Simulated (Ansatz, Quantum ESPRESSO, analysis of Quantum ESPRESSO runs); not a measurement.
# Reproducing a measured migration barrier: interstitial H in fcc Al, hop from a tetrahedral to the next octahedral site (Quantum ESPRESSO), part 3 of 3

How near does this set-up come to the measured migration barrier? Subject: interstitial H in fcc Al, hop from a tetrahedral to the next octahedral site. Set-up: PBE, GBRV 1.5 PBE, 32-site cell, PBE lattice, k: the zone centre alone, start relaxed with Ansatz. The model is a cell of 32 host atoms with 1 H put in. The barrier is the energy of the highest image of a climbing band over the relaxed site that the atom leaves.

Quantum ESPRESSO 7.5; PBE, GBRV 1.5 PBE, 32-site cell, PBE lattice, k: the zone centre alone, start relaxed with Ansatz.

So far: The starting structure; Relaxation, charge 0.

## Step 4: Nudged elastic band

A band of images joins the two ends; its highest image climbs to the saddle, whose energy over the site left is the barrier.

This step: Quantum ESPRESSO plane-wave DFT, PBE, GBRV 1.5 PBE potentials; nudged elastic band between two relaxed defect structures.

Input file neb.in:

```
BEGIN
BEGIN_PATH_INPUT
&PATH
  restart_mode = 'from_scratch'
  string_method = 'neb'
  nstep_path = 45
  ds = 1.5
  opt_scheme = 'broyden'
  num_of_images = 5
  k_max = 0.3
  k_min = 0.2
  CI_scheme = 'auto'
  path_thr = 0.05
/
END_PATH_INPUT
BEGIN_ENGINE_INPUT
&CONTROL
  prefix = 'pwscf'
  outdir = './tmp'
  pseudo_dir = './pseudo'
  disk_io = 'low'
/
&SYSTEM
  ibrav = 0
  nat = 33
  ntyp = 2
  ecutwfc = 45
  ecutrho = 360
  nbnd = 63
  occupations = 'smearing'
  smearing = 'mv'
  degauss = 0.00734986
/
&ELECTRONS
  conv_thr = 3d-08
  electron_maxstep = 100
  mixing_beta = 0.5
/
ATOMIC_SPECIES
Al    26.9815 al_pbe_v1.uspp.F.UPF
H      1.0080 h_pbe_v1.4.uspp.F.UPF
CELL_PARAMETERS angstrom
   8.0809509360    0.0000000000    0.0000000000
   0.0000000000    8.0809509360    0.0000000000
   0.0000000000    0.0000000000    8.0809509360
BEGIN_POSITIONS
FIRST_IMAGE
ATOMIC_POSITIONS crystal
Al     0.0174658543    0.0174658543    0.0174658543
Al    -0.0042282632    0.2540820757    0.2540820757
Al     0.2540820757   -0.0042282632    0.2540820757
Al     0.2540820757    0.2540820757   -0.0042282632
Al    -0.0025828062   -0.0025828062    0.4948999509
Al    -0.0025828062    0.2551000491    0.7525828062
Al     0.2551000491   -0.0025828062    0.7525828062
Al     0.2374356119    0.2374356119    0.5125643881
Al    -0.0025828062    0.4948999509   -0.0025828062
Al    -0.0025828062    0.7525828062    0.2551000491
Al     0.2374356119    0.5125643881    0.2374356119
Al     0.2551000491    0.7525828062   -0.0025828062
Al    -0.0042282632    0.4959179243    0.4959179243
Al     0.0174658543    0.7325341457    0.7325341457
Al     0.2540820757    0.4959179243    0.7542282632
Al     0.2540820757    0.7542282632    0.4959179243
Al     0.4948999509   -0.0025828062   -0.0025828062
Al     0.5125643881    0.2374356119    0.2374356119
Al     0.7525828062   -0.0025828062    0.2551000491
Al     0.7525828062    0.2551000491   -0.0025828062
Al     0.4959179243   -0.0042282632    0.4959179243
Al     0.4959179243    0.2540820757    0.7542282632
Al     0.7325341457    0.0174658543    0.7325341457
Al     0.7542282632    0.2540820757    0.4959179243
Al     0.4959179243    0.4959179243   -0.0042282632
Al     0.4959179243    0.7542282632    0.2540820757
Al     0.7542282632    0.4959179243    0.2540820757
Al     0.7325341457    0.7325341457    0.0174658543
Al     0.5125643881    0.5125643881    0.5125643881
Al     0.4948999509    0.7525828062    0.7525828062
Al     0.7525828062    0.4948999509    0.7525828062
Al     0.7525828062    0.7525828062    0.4948999509
H      0.3750000000    0.3750000000    0.3750000000
LAST_IMAGE
ATOMIC_POSITIONS crystal
Al     0.0022411083    0.0022411083    0.0022411083
Al    -0.0008691249    0.2495727176    0.2495727176
Al     0.2495727176   -0.0008691249    0.2495727176
Al     0.2495727176    0.2495727176   -0.0008691249
[... 3 atom lines left out ...]
Al     0.2495727176    0.2495727176    0.5000145601
[... 2 atom lines left out ...]
Al     0.2495727176    0.5000145601    0.2495727176
[... 4 atom lines left out ...]
Al     0.2495727176    0.7495727176    0.4988228486
[... 1 atom line left out ...]
Al     0.5000145601    0.2495727176    0.2495727176
[... 3 atom lines left out ...]
Al     0.4988228486    0.2495727176    0.7495727176
[... 1 atom line left out ...]
Al     0.7495727176    0.2495727176    0.4988228486
[... 2 atom lines left out ...]
Al     0.7495727176    0.4988228486    0.2495727176
[... 1 atom line left out ...]
Al     0.4969043269    0.4969043269    0.4969043269
[... 3 atom lines left out ...]
H      0.2495727176    0.2495727176    0.2495727176
END_POSITIONS
K_POINTS gamma
END_ENGINE_INPUT
END
```

The run is started by

```console
$ OMP_NUM_THREADS=1 mpirun -n 4 neb.x -ni 2 -inp neb.in > neb.out
```

Log:

```text
[banner, memory and clock lines left out]
          URL

     path-images division:  nimage    =       2

     Parsing file: neb.in

     initial path length           =  3.5321 bohr
     initial inter-image distance  =  0.8830 bohr

     string_method                 =    neb
     restart_mode                  =    from_scratch
     opt_scheme                    =    broyden
     num_of_images                 =    5
     nstep_path                    =    45
     CI_scheme                     =    auto
     first_last_opt                =    F
     use_freezing                  =    F
     ds                            =    1.5000 a.u.
     k_max                         =    0.3000 a.u.
     k_min                         =    0.2000 a.u.
     suggested k_max               =    0.2742 a.u.
     suggested k_min               =    0.1828 a.u.
     path_thr                      =    0.0500 eV / A

     ------------------------------ iteration   1 ------------------------------

     cpu =  0   tcpu =      0.1    self-consistency for image   1
     Message from routine setup:
     using ibrav=0 with symmetry is DISCOURAGED, use correct ibrav instead
     cpu =  0   tcpu =     35.8    self-consistency for image   2
     Message from routine setup:
     using ibrav=0 with symmetry is DISCOURAGED, use correct ibrav instead
     cpu =  0   tcpu =     72.9    self-consistency for image   4
     Message from routine setup:
     using ibrav=0 with symmetry is DISCOURAGED, use correct ibrav instead

     activation energy (->) =   0.381843 eV
     activation energy (<-) =   0.399046 eV

     image        energy (eV)        error (eV/A)        frozen

         1      -2918.9301600            0.011676            T
         2      -2918.7139261            0.859415            F
         3      -2918.5483169            0.436458            F
         4      -2918.8250122            0.462552            F
         5      -2918.9473630            0.009409            T

     climbing image =  3

     path length          =  3.532 bohr
     inter-image distance =  0.883 bohr

     ------------------------------ iteration   2 ------------------------------

[...]
activation energy (->) =   0.328783 eV
     activation energy (<-) =   0.345986 eV

     image        energy (eV)        error (eV/A)        frozen

         1      -2918.9301600            0.011676            T
[...]
climbing image =  3

     path length          =  3.538 bohr
     inter-image distance =  0.885 bohr

     ------------------------------ iteration   3 ------------------------------

[...]
activation energy (->) =   0.220861 eV
     activation energy (<-) =   0.238064 eV

     image        energy (eV)        error (eV/A)        frozen

[...]
climbing image =  3

     path length          =  3.657 bohr
     inter-image distance =  0.914 bohr

[...]
------------------------------ iteration  44 ------------------------------

[...]
activation energy (->) =   0.191894 eV
     activation energy (<-) =   0.209097 eV

     image        energy (eV)        error (eV/A)        frozen

[...]
climbing image =  3

     path length          =  4.033 bohr
     inter-image distance =  1.008 bohr

     ------------------------------ iteration  45 ------------------------------

     cpu =  0   tcpu =   2581.7    self-consistency for image   2
     Message from routine setup:
     using ibrav=0 with symmetry is DISCOURAGED, use correct ibrav instead
     cpu =  0   tcpu =   2613.4    self-consistency for image   4
     Message from routine setup:
     using ibrav=0 with symmetry is DISCOURAGED, use correct ibrav instead

     activation energy (->) =   0.190721 eV
     activation energy (<-) =   0.207924 eV

     image        energy (eV)        error (eV/A)        frozen

         1      -2918.9301600            0.011676            T
[...]
3      -2918.7394394            0.058124            F
         4      -2919.0730343            0.062787            F
         5      -2918.9473630            0.009409            T

     climbing image =  3

     path length          =  4.009 bohr
     inter-image distance =  1.002 bohr

     neb: reached the maximum number of steps

thus causing the job to be terminated. The first process to do so was:

   Exit code:    1
```

Run time: 44 min. Hardware: 4 MPI ranks of Arm Neoverse N1, shared host; peak memory 1.2 GiB.

No converged result was reached; the numbers in the log don't describe the system.

## Step 5: Outcome

The migration barrier was not obtained, because the step “nudged elastic band” did not converge.

[Logs are printed without paths, hosts, clocks, repeated set-up lines and the standing remarks that a program may print on its own settings, such as how far it seeks lower states.]

[Hosts, paths, dates, database ids (printed as entryN), source tags and the programs' standing remarks are cut or masked in the printed files.]

[For some hosts the program warned that the k-mesh of the response run may be too coarse for force constants and the static dielectric constant; such warnings are not shown here.]
